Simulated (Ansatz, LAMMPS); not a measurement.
## Glassy 74SiO2-19Li2O-7Gd2O3 (mol %) (475 atoms): a single point

Aim: energy, forces, charges and density of states of glassy 74SiO2-19Li2O-7Gd2O3 (mol %) (475 atoms) at a fixed geometry.

Calculated with Ansatz 0.2.0; Kohn-Sham DFT, PBE, PAW (set soft_2), plane waves.

## Step 1: The starting structure

The cell holds 475 atoms: 112 Si, 56 Li, 22 Gd and 285 O. Cell: a = 18.371 Å, b = 18.371 Å, c = 18.371 Å, α = 90.0°, β = 90.0°, γ = 90.0°. 475 atoms (112 Si, 56 Li, 22 Gd, 285 O) placed at random at 2.98 g/cm³, melted at 4000 K for 10 ps at fixed volume with the Morse and Coulomb pair potential with partial charges (Pedone, Malavasi, Menziani, Cormack and Segre, J. Phys. Chem. B 110, 11780 (2006)). Quenched from 1500 K to 300 K at 200 K/ps and fixed volume, held 10 ps at zero pressure.

Limits known from the start: The quench rate of 200 K/ps far exceeds what a furnace or splat quench reaches, so expect more defects and frozen-in strain than in a real sample. The network of bonds at the start is that of the classical potential that made the cell, and needn't be the one that DFT or experiment would give. Without a Hubbard term or exact exchange, open shells on Gd are likely too delocalised. Only the Γ point is sampled, in a cell whose shortest periodic width is 18 Å. Spin–orbit coupling is left out, which matters for the levels of the heavy elements.

## Step 2: How the cell was made

A classical potential makes the cell, at a small fraction of what the same run would cost in DFT.

This step: classical MD, Morse and Coulomb pair potential with partial charges (Pedone, Malavasi, Menziani, Cormack and Segre, J. Phys. Chem. B 110, 11780 (2006)) (LAMMPS 22 Jul 2025 - Update 4).

in.lmp reads:

```
# melt-quench of Si112Li56Gd22O285
units metal
atom_style charge
boundary p p p
region box block 0 18.5987 0 18.5987 0 18.5987
create_box 4 box
mass 1 28.0850   # Si
mass 2 6.9400   # Li
mass 3 157.2500   # Gd
mass 4 15.9990   # O
create_atoms 1 random 112 701797 NULL overlap 1.5 maxtry 2000
create_atoms 2 random 56 701804 NULL overlap 1.5 maxtry 2000
create_atoms 3 random 22 701811 NULL overlap 1.5 maxtry 2000
create_atoms 4 random 285 701818 NULL overlap 1.5 maxtry 2000
pair_style hybrid/overlay pedone 5.5 coul/long 8.0
pair_coeff * * coul/long
pair_coeff 1 4 pedone 0.340554 2.006700 2.100000 1   # Si-O
pair_coeff 2 4 pedone 0.001114 3.429506 2.681360 1   # Li-O
pair_coeff 3 4 pedone 0.000132 2.013000 4.351589 3   # Gd-O
pair_coeff 4 4 pedone 0.042395 1.379316 3.618701 22   # O-O
set type 1 charge 2.4
set type 2 charge 0.6
set type 3 charge 1.8
set type 4 charge -1.2
kspace_style pppm 1.0e-4
neigh_modify delay 0 every 1 check yes
thermo_style custom step time temp pe press density
thermo_modify norm yes
timestep 0.002
thermo 100
min_style cg
minimize 1e-4 1e-4 200 2000
reset_timestep 0
velocity all create 4000 701798 mom yes dist gaussian
# [... 23 lines left out ...]
fix md all nvt temp 1500 300 0.2
run 3000 post no
unfix md
thermo 1666
fix md all npt temp 300 300 0.2 iso 0 0 2
run 5000 post no
unfix md
write_dump all custom glass.dump id type xs ys zs modify sort id
```

Launch:

```bash
> lmp -in in.lmp -log none -nocite
```

What it wrote:

```text
LAMMPS (22 Jul 2025 - Update 4)
Created orthogonal box = (0 0 0) to (18.5987 18.5987 18.5987)
Created 112 atoms
Created 56 atoms
Created 22 atoms
Created 285 atoms
PPPM initialization ...
  G vector (1/distance) = 0.37039666
  grid = 18 18 18
  estimated relative force accuracy = 0.00010083123
   Step          Time           Temp          PotEng         Press         Density
         0   0              0             -2.1053509      590198.47      2.9820173
       100   0.2            0             -14.27807      -6165.1862      2.9820173
       108   0.216          0             -14.293119     -5744.8014      2.9820173
Loop time of 0.447891 s on 1 core for 108 steps with 475 atoms
Minimization stats:
  Stopping criterion = energy tolerance
  Energy initial, next-to-last, final =
     -2.10535089033123  -14.2917314094013  -14.2931193482149
  Force two-norm initial, final = 646.63321 5.0268295
  Iterations, force evaluations = 108 121
   Step          Time           Temp          PotEng         Press         Density
         0   0              4000          -14.293119      34943.944      2.9820173
       500   1              1803.8844     -14.137123      11163.389      2.9820173
      1000   2              1773.9299     -14.161389      19740.348      2.9820173
Loop time of 3.13476 s on 1 core for 1000 steps with 475 atoms
[... 2 lines left out ...]
      1666   3.332          4004.6536     -13.780306      33619.117      2.9820173
      2499   4.998          4218.8405     -13.833331      33391.979      2.9820173
      3332   6.664          4020.6079     -13.815558      36907.502      2.9820173
      4165   8.33           3894.8478     -13.823996      7622.7029      2.9820173
      4998   9.996          3857.4531     -13.778493      36395.219      2.9820173
[... 2 lines left out ...]
Loop time of 17.7487 s on 1 core for 5000 steps with 475 atoms
   Step          Time           Temp          PotEng         Press         Density
[... 5 lines left out ...]
Loop time of 16.7997 s on 1 core for 5000 steps with 475 atoms
   Step          Time           Temp          PotEng         Press         Density
[... 6 lines left out ...]
Loop time of 16.7224 s on 1 core for 5000 steps with 475 atoms
== T1500: mean square displacement over the hold 6.69 A^2
   Step          Time           Temp          PotEng         Press         Density
[... 12 lines left out ...]
Loop time of 9.19334 s on 1 core for 3000 steps with 475 atoms
   Step          Time           Temp          PotEng         Press         Density
[... 1 line left out ...]
     19992   39.984         280.023       -14.443589      6913.0286      3.1073157
     21658   43.316         299.30055     -14.440856     -5946.1584      3.0982112
     23324   46.648         295.90837     -14.44558      -2095.4857      3.1064349
     24000   48             311.75699     -14.445319      1525.5903      3.0944634
Loop time of 19.497 s on 1 core for 5000 steps with 475 atoms
```

The job ended after 84 s (1 thread of Intel Xeon at 2.80GHz (Skylake/Cascade Lake), shared host; peak memory 0.32 GiB).

## Step 3: Plane-wave single point

The electrons are solved once, with the atoms held.

input.yaml reads:

```yaml
crystal:
  lattice:
    - [18.37064, 0.0, 0.0]
    - [0.0, 18.37064, 0.0]
    - [0.0, 0.0, 18.37064]
  atoms:
    - { symbol: Si, position: [0.3484, 0.36756, 0.69764] }
    - { symbol: Si, position: [0.27683, 0.12815, 0.47953] }
    - { symbol: Si, position: [0.72958, 0.64474, 0.83636] }
    - { symbol: Si, position: [0.75293, 0.10736, 0.30583] }
    - { symbol: Si, position: [0.06926, 0.83642, 0.62514] }
    - { symbol: Si, position: [0.37363, 0.07707, 0.0034] }
    - { symbol: Si, position: [0.88082, 0.8654, 0.29072] }
    - { symbol: Si, position: [0.25387, 0.16583, 0.09825] }
    - { symbol: Si, position: [0.58767, 0.20168, 0.72331] }
    - { symbol: Si, position: [0.92956, 0.70114, 0.04656] }
    - { symbol: Si, position: [0.62074, 0.49663, 0.02182] }
    - { symbol: Si, position: [0.51218, 0.78969, 0.94115] }
    - { symbol: Si, position: [0.88006, 0.74046, 0.65929] }
    - { symbol: Si, position: [0.03578, 0.21943, 0.95837] }
    - { symbol: Si, position: [0.82595, 0.08815, 0.15496] }
    - { symbol: Si, position: [0.76341, 0.15944, 0.01537] }
    - { symbol: Si, position: [0.40046, 0.65883, 0.99898] }
    - { symbol: Si, position: [0.89929, 0.95528, 0.49165] }
    - { symbol: Si, position: [0.46243, 0.43959, 0.98697] }
    - { symbol: Si, position: [0.89562, 0.43855, 0.99784] }
    - { symbol: Si, position: [0.89069, 0.45013, 0.68222] }
    - { symbol: Si, position: [0.42942, 0.25836, 0.194] }
    - { symbol: Si, position: [0.88975, 0.02462, 0.35451] }
    - { symbol: Si, position: [0.60115, 0.9241, 0.7421] }
    - { symbol: Si, position: [0.45698, 0.75276, 0.78505] }
    - { symbol: Si, position: [0.7226, 0.29615, 0.6664] }
    - { symbol: Si, position: [0.296, 0.45435, 0.03654] }
    - { symbol: Si, position: [0.70454, 0.66524, 0.23775] }
    - { symbol: Si, position: [0.73409, 0.61289, 0.00156] }
    - { symbol: Si, position: [0.48557, 0.59294, 0.59462] }
    - { symbol: Si, position: [0.66882, 0.39918, 0.90231] }
    - { symbol: Si, position: [0.60451, 0.68624, 0.37986] }
    [... 437 atom lines left out ...]
    - { symbol: O, position: [0.18888, 0.75642, 0.09687] }
    - { symbol: O, position: [0.04254, 0.04725, 0.56416] }
    - { symbol: O, position: [0.8538, 0.13301, 0.66423] }
    - { symbol: O, position: [0.37459, 0.17501, 0.65976] }
    - { symbol: O, position: [0.73091, 0.54785, 0.60717] }
    - { symbol: O, position: [0.43808, 0.45274, 0.42903] }
magnetization:
  spin_polarized: true
kpoints:
  mp_grid: { grid: [1, 1, 1] }
hamiltonian:
  xc: pbe
scf:
  occupations: { method: fermi_dirac, width: 0.05 }
output:
  forces: true
  stress: true
  populations: true
  dos:
    method: { smearing: { sigma: 0.1 } }
    de: 0.1
    projected: { site_lists: { Gd: [Gd], Li: [Li], O: [O], Si: [Si] } }
  eigenvalues: true
  write_density: true
  write_potential: true
  volumetric_format: npy
```

Launch:

```bash
> ansatz run input.yaml --threads 32 --pin off --max-ram 143360MiB --backend cuda --events-out ev --progress --plain --runs-dir out
```

What it wrote:

```text
Gd: projections on atomic orbitals take those of the free atom [Kr 4d10] 4f7 5s2 5p6 5d1 6s2, of charge +0.00 (hamiltonian.pseudopotentials.projection_atoms); the dataset's partial waves leave at most 2.5e-4 of an orbital's norm unspanned inside its sphere
Engine: ansatz 0.2.0, aarch64-unknown-linux-gnu
Pseudopotentials: kind: paw
Pseudopotential: Si, paw, valence charge 4, recommended cutoff 420 eV (normal), Si.paw.azcp
Pseudopotential: Li, paw, valence charge 3, recommended cutoff 420 eV (normal), Li.paw.azcp
Pseudopotential: Gd, paw, valence charge 18, recommended cutoff 420 eV (normal), Gd.paw.azcp
Pseudopotential: O, paw, valence charge 6, recommended cutoff 420 eV (normal), O.paw.azcp
[... 5 lines on functional and potentials left out ...]
device memory: the entry about to start is reckoned to put 45.3 GiB on a device that reports 182.5 GiB free
GPU FFT provider: cuFFT
GPU libraries: cuBLAS 13.8.1, cuFFT 12.4.0, cuSOLVER 12.3.2
GPU matrix products: emulated (plane waves: as basis.precision tells), large ones in fixed point in workspaces of 1.00 GiB
Crystal: 475 atoms, lattice volume = 6199.731 Å³
Basis set: ecut = 420 eV, 121409 PW (Γ), exchange–correlation on 250×250×250 points (8 copies of the dense FFT grid, shifted against one another)
Bands: 1913, of which v1, the nominal top of the filled ones, is band 1361 counted from 1 (1360 counted from 0)
Symmetry: 1 space group operations
Space group: P1 (ITA 1), of the structure as read, at distance tolerance 1.8e-4 Å
Magnetic group: BNS 1.1 (UNI 1), of the structure as read, at distance tolerance 1.8e-4 Å
k-points: 1
[... 9 lines on functional and potentials left out ...]
Initial density: superposition of atomic densities (chi_scale 0.1, normalization cell, long waves of neutral atoms (reshape's long-wave potential 4.23 eV rms, cloud 2.62 Å wide))
Starting moments: Σ|m| = 154 μB on 22 of 475 sites
Starting magnetic order: compensated ferrimagnet; no operation exchanges its spin sublattices
Initial wavefunctions: pseudopotential atomic-orbital guess
GPU buffer pool allocated for 1953125 grid points (all kernels)
GPU transforms: local potential and band sums: pruned to the plane-wave sphere, on 125×125×125
Functional: x = pbe(κ = 0.804, μ = 0.219515), c = pbe(β = 0.066725)
SCF iter   1: F=—  HF=-451316.415756 eV  |F-HF|=—  |Δ(HF+E_count)|=         —  Δρ=2.31e-1 (↑2.31e-1 ↓2.31e-1)  dr2=1.90e4  dr2_m=6.12e2  M=-0.484 μB ∫|m|=14.673 μB  β_m=0.02  ethr=3.10e-3  ⟨swp⟩=6.0  Hψ=15402  notcnv=0  defer=678
Mixer restart at iter 1: flushing history
preconditioner: auto → Kerker (q_TF=auto, 2.379 Å⁻¹)  [metal: Δε(μ)=0.001 eV  Ē_g=14.966 eV  σ=0.050 eV  W_gap=0.00  n_scr=1364 (ndim 8)  ℏωp=23.6 eV  f_vac=0.035  D(μ)=256.16/eV (n_scr^D=2102)]
spin=Collinear: Kerker preconditioning applied to the charge; magnetization (m = ρ↑ − ρ↓) channel mixes plain (no charge-response kernel on spin).
SCF iter   2: F=—  HF=-450967.850823 eV  |F-HF|=—  |Δ(HF+E_count)|=    3.49e2  Δρ=2.22e-1 (↑2.21e-1 ↓2.22e-1)  dr2=1.78e4  dr2_m=5.76e2  M=-0.323 μB ∫|m|=13.053 μB  β_m=0.02  ethr=3.10e-3  ⟨swp⟩=3.0  Hψ=7138  notcnv=0  defer=941
Mixer restart at iter 2: flushing history
SCF iter   3: F=—  HF=-450655.131015 eV  |F-HF|=—  |Δ(HF+E_count)|=    3.13e2  Δρ=2.12e-1 (↑2.11e-1 ↓2.12e-1)  dr2=1.66e4  dr2_m=5.35e2  M=-0.330 μB ∫|m|=12.521 μB  β_m=0.02  ethr=3.10e-3  ⟨swp⟩=3.0  Hψ=7138  notcnv=0  defer=941
Mixer restart at iter 3: flushing history
SCF iter   4: F=—  HF=-450419.295911 eV  |F-HF|=—  |Δ(HF+E_count)|=    2.36e2  Δρ=1.30e-1 (↑1.16e-1 ↓1.30e-1)  dr2=4.34e3  dr2_m=3.14e2  M=-15.279 μB ∫|m|=105.769 μB  β_m=0.03  ethr=3.10e-3  ⟨swp⟩=3.5  Hψ=7168  notcnv=0  defer=941
Mixer restart at iter 4: flushing history
SCF iter   5: F=—  HF=-450391.504008 eV  |F-HF|=—  |Δ(HF+E_count)|=    2.78e1  Δρ=9.54e-2 (↑8.96e-2 ↓9.54e-2)  dr2=1.14e3  dr2_m=3.24e2  M=5.392 μB ∫|m|=139.816 μB  β_m=0.01  ethr=3.10e-3  ⟨swp⟩=4.5  Hψ=7807  notcnv=0  defer=940
Mixer restart at iter 5: flushing history
[...]
spin-set hold released at iteration 15 (site moments' squared step at or under half its running peak, from the soft ceiling on): the magnetisation degrees of freedom join the quasi-Newton model from the next iteration; the mixer history was flushed
[...]
preconditioner: auto → Resta (q_TF=auto, 2.379 Å⁻¹)  ε∞=3.6  [insulator: Δε(μ)=0.872 eV  Ē_g=14.861 eV  σ=0.050 eV  W_gap=1.00  n_scr=1364 (ndim 8)  ℏωp=23.9 eV  f_vac=0.138  D(μ)=0.02/eV (n_scr^D=0)  ε∞_Penn≈3.6]
spin=Collinear: Resta preconditioning applied to the charge; magnetization (m = ρ↑ − ρ↓) channel mixes plain (no charge-response kernel on spin).
[...]
SCF iter  68: F=—  HF=-450233.775204 eV  |F-HF|=—  |Δ(HF+E_count)|=   1.23e-3  Δρ=8.46e-5 (↑6.95e-5 ↓8.46e-5)  dr2=1.84e-3  dr2_m=8.36e-5  M=0.000 μB ∫|m|=154.380 μB  β_m=0.63  ethr=1.87e-7  ⟨swp⟩=3.0  Hψ=6195  notcnv=0  defer=1012
SCF iter  69: F=—  HF=-450233.772500 eV  |F-HF|=—  |Δ(HF+E_count)|=   2.70e-3  Δρ=3.64e-5 (↑1.81e-5 ↓3.64e-5)  dr2=2.98e-4  dr2_m=1.79e-5  M=-0.000 μB ∫|m|=154.380 μB  β_m=0.75  ethr=6.76e-8  ⟨swp⟩=3.0  Hψ=5841  notcnv=0  defer=1012
SCF iter  70: F=—  HF=-450233.770274 eV  |F-HF|=—  |Δ(HF+E_count)|=   2.23e-3  Δρ=1.75e-5 (↑9.38e-6 ↓1.75e-5)  dr2=6.13e-5  dr2_m=3.50e-6  M=-0.000 μB ∫|m|=154.380 μB  β_m=0.80  ethr=1.10e-8  ⟨swp⟩=3.0  Hψ=6543  notcnv=0  defer=1012
SCF iter  71: F=—  HF=-450233.773032 eV  |F-HF|=—  |Δ(HF+E_count)|=   2.76e-3  Δρ=1.01e-5 (↑1.01e-5 ↓9.98e-6)  dr2=2.01e-5  dr2_m=7.68e-8  M=-0.001 μB ∫|m|=154.380 μB  β_m=0.69  ethr=2.25e-9  ⟨swp⟩=9.0  Hψ=11427  notcnv=0  defer=1001
SCF iter  72: F=—  HF=-450233.773028 eV  |F-HF|=—  |Δ(HF+E_count)|=   4.10e-6  Δρ=3.28e-6 (↑3.28e-6 ↓3.24e-6)  dr2=2.28e-6  dr2_m=1.43e-8  M=-0.001 μB ∫|m|=154.380 μB  β_m=0.78  ethr=7.38e-10  ⟨swp⟩=14.5  Hψ=14544  notcnv=0  defer=1002
SCF iter  73: F=—  HF=-450233.773028 eV  |F-HF|=—  |Δ(HF+E_count)|=   3.30e-7  Δρ=2.01e-6 (↑1.77e-6 ↓2.01e-6)  dr2=8.58e-7  dr2_m=7.56e-9  M=-0.001 μB ∫|m|=154.380 μB  β_m=0.70  ethr=8.38e-11  ⟨swp⟩=4.5  Hψ=7124  notcnv=0  defer=999
SCF iter  74: F=—  HF=-450233.773028 eV  |F-HF|=—  |Δ(HF+E_count)|=   1.26e-7  Δρ=8.02e-7 (↑8.02e-7 ↓7.62e-7)  dr2=1.71e-7  dr2_m=4.63e-10  M=-0.001 μB ∫|m|=154.380 μB  β_m=0.66  ethr=3.15e-11  ⟨swp⟩=3.5  Hψ=6293  notcnv=0  defer=999
iter 75 met the thresholds in force, and the SCF goes on: an eigenvalue changes by 0.60 meV, over its tolerance of 0.50 meV (output.eigenvalues, Limitations)
SCF iter  75: F=-450233.773028 eV  HF=-450233.773028 eV  |F-HF|=2.85e-8  |Δ(HF+E_count)|=  5.82e-11  Δρ=3.75e-7 (↑3.75e-7 ↓3.73e-7)  dr2=4.28e-8  dr2_m=2.50e-10  M=-0.001 μB ∫|m|=154.380 μB  β_m=0.64  ethr=3.67e-12  ⟨swp⟩=25.0  Hψ=42482  notcnv=0
SCF iter  76: F=-450233.773028 eV  HF=-450233.773028 eV  |F-HF|=1.86e-9  |Δ(HF+E_count)|=   1.69e-9  Δρ=1.40e-7 (↑1.40e-7 ↓1.25e-7)  dr2=5.86e-9  dr2_m=3.95e-11  M=-0.001 μB ∫|m|=154.380 μB  ethr=1.57e-12  ⟨swp⟩=6.0  Hψ=18371  notcnv=0
SCF 1 converged in 76 iterations: F = -450233.773028 eV  dr2 = 5.86e-9
  greatest PAW one-centre occupation: 1.000 electrons in one spin orbital (limit 2), on the Li atom at site 129 (counted from 0), in its partial waves of l = 0
some or all of what a close reads of its open shells is tried by no SCF: some or all of their fillings by name were not asked, since the model of its bands would take too long in so large a cell. Whether a lower state lies along it is not known (a run that goes on reads the state that it goes on from)
SCF converged after 76 iterations
an eigenvalue changed by more than its tolerance at an iteration that met the thresholds in force, so the SCF went on 1 time: the last check found none over its tolerance
Magnetization: -0.0006 μB (1360.9997 up, 1361.0003 down)
Absolute magnetization: 154.3968 μB (∫|ρ↑−ρ↓|, with the PAW one-centre terms)
Spin contamination: 77.1508 ħ² per cell (⟨S²⟩ above its minimum at these occupations)
Per-site moments (μB) at R_I (Å): [(-4.656827e-7, 0.626609), (-9.940033e-5, 0.642627), (7.656240e-5, 0.633352), (-2.323939e-6, 0.639854), (-8.902354e-5, 0.648169), [...]
Free energy (F): -450233.773028 eV
Harris-Foulkes:  -450233.773028 eV  (|F-HF|=1.86e-9)
Internal energy: -450233.772000 eV  (E = F + TS)
E sigma→0 (E₀):  -450233.772514 eV
Entropy (-TS):   -0.001028 eV (-0.002 meV/atom)
Fermi energy:    5.146559 eV
--- Per-component energies (eV) ---
  E_band       = -15108.417895
  E_kinetic    = 66040.168757
  E_local      = -216953.350663  (includes V_loc(G=0)·N_el)
  E_nonlocal   = 20966.739996
  E_hartree    = 83700.971449
  E_xc         = -33238.787759
  E_vxc        = -38796.376253  (∫ρ·V_xc dr)
  E_paw        = -245824.544958  (= ΣΔE_a)
  E_vpaw       = -13768.275218  (= ΣTr[D̂ρ^β])
  E_aug_tail   = 0.728348  (compensation charges beyond the density's cutoff)
  E_ewald      = -124925.697170
  E_smearing   = -0.001028  (= −TS)
  E_closure    = -0.000000  (closes the sum)
  Σ components = -450233.773028   (vs F -450233.773028, Δ=0.00e0)
--- Forces (eV/Å), atoms counted from 1 ---
[... 475 lines of forces left out ...]
  max |Σ_I F_I| component: 1.02e-4 eV/Å
--- Stress (GPa, compression-positive) ---
        4.618539      -0.058308       0.483781
       -0.058307       5.111274       0.235918
        0.483782       0.235917       5.175951
  P = ⅓ Tr σ = 4.9686 GPa (49.686 kbar)
--- Band table (eV) ---
[... left out ...]
--- Löwdin populations: 475 sites ---
  site symbol       q [e]    m [muB]
[... 475 lines, one an atom, left out ...]
  spilling = 0.010723 (of n_electrons = 2722.000000)
```

It took 49 s on 1 × NVIDIA GB200 with 32 threads of Arm Neoverse V2, shared host; peak memory 3.5 GiB.

The column dr2 measures how far the density is from self-consistency, as an energy; F and HF (Harris–Foulkes) agree once it is small.

That memory is the host's; the program planned up to 45.3 GiB on the GPU. Forces of this run were stored rounded, and per-atom blocks of the log weren't kept.

The program notes that the stability of the SCF solution was not settled.

Read from the output:

```
free energy                                      : -450233.7730 eV
free energy per atom                             : -947.8606 eV/atom
SCF cycles                                       : 76
pressure                                         : 4.969 GPa
r.m.s. force component                           : 1.366 eV/Å
longest force                                    : 7.163 eV/Å
Fermi energy                                     : 5.147 eV
gap (highest filled to lowest empty level) : 0.7958 eV
absolute moment                                  : 154.4 μB
spilling of the projection                       : 0.01072
```

Neighbours are counted within 2.17 Å (O-Si), 2.43 Å (O-Li), 3.07 Å (O-Gd), cutoffs set anew for this text.

Length of the force by element and coordination:

```
element  coordination  atoms  mean length of the force (eV/Å)  spread   least   most
     Gd           all     22                             1.39   0.487   0.413   2.60
     Gd             4      3                             1.07   0.371   0.555   1.41
     Gd             5     10                             1.18   0.356   0.413   1.66
     Gd             6      7                             1.88   0.350    1.41   2.60
     Gd             7      2                             1.21   0.308   0.904   1.52
     Li           all     56                            0.741   0.320   0.235   1.96
     Li             2      4                            0.559   0.106   0.437  0.670
     Li             3     31                            0.748   0.303   0.235   1.56
     Li             4     20                            0.772   0.364   0.318   1.96
     Li             5      1                            0.627       -   0.627  0.627
      O           all    285                             2.11    1.11  0.0844   7.16
      O             2    136                             2.01    1.08   0.281   5.80
      O             3    118                             2.21    1.13  0.0843   7.16
      O             4     29                             2.24    1.14   0.557   5.81
      O             5      2                             1.49   0.247    1.24   1.74
     Si           all    112                             2.72    1.05   0.459   5.71
```

(Part 1 of 3 ends here.)

[Long decimals in the printed logs are rounded to 6 places.]

[Logs are printed without paths, hosts, clocks, repeated set-up lines and the standing remarks that a program may print on its own settings, such as how far it seeks lower states.]

[Hosts, paths, dates, database ids (printed as entryN), source tags and the programs' standing remarks are cut or masked in the printed files.]
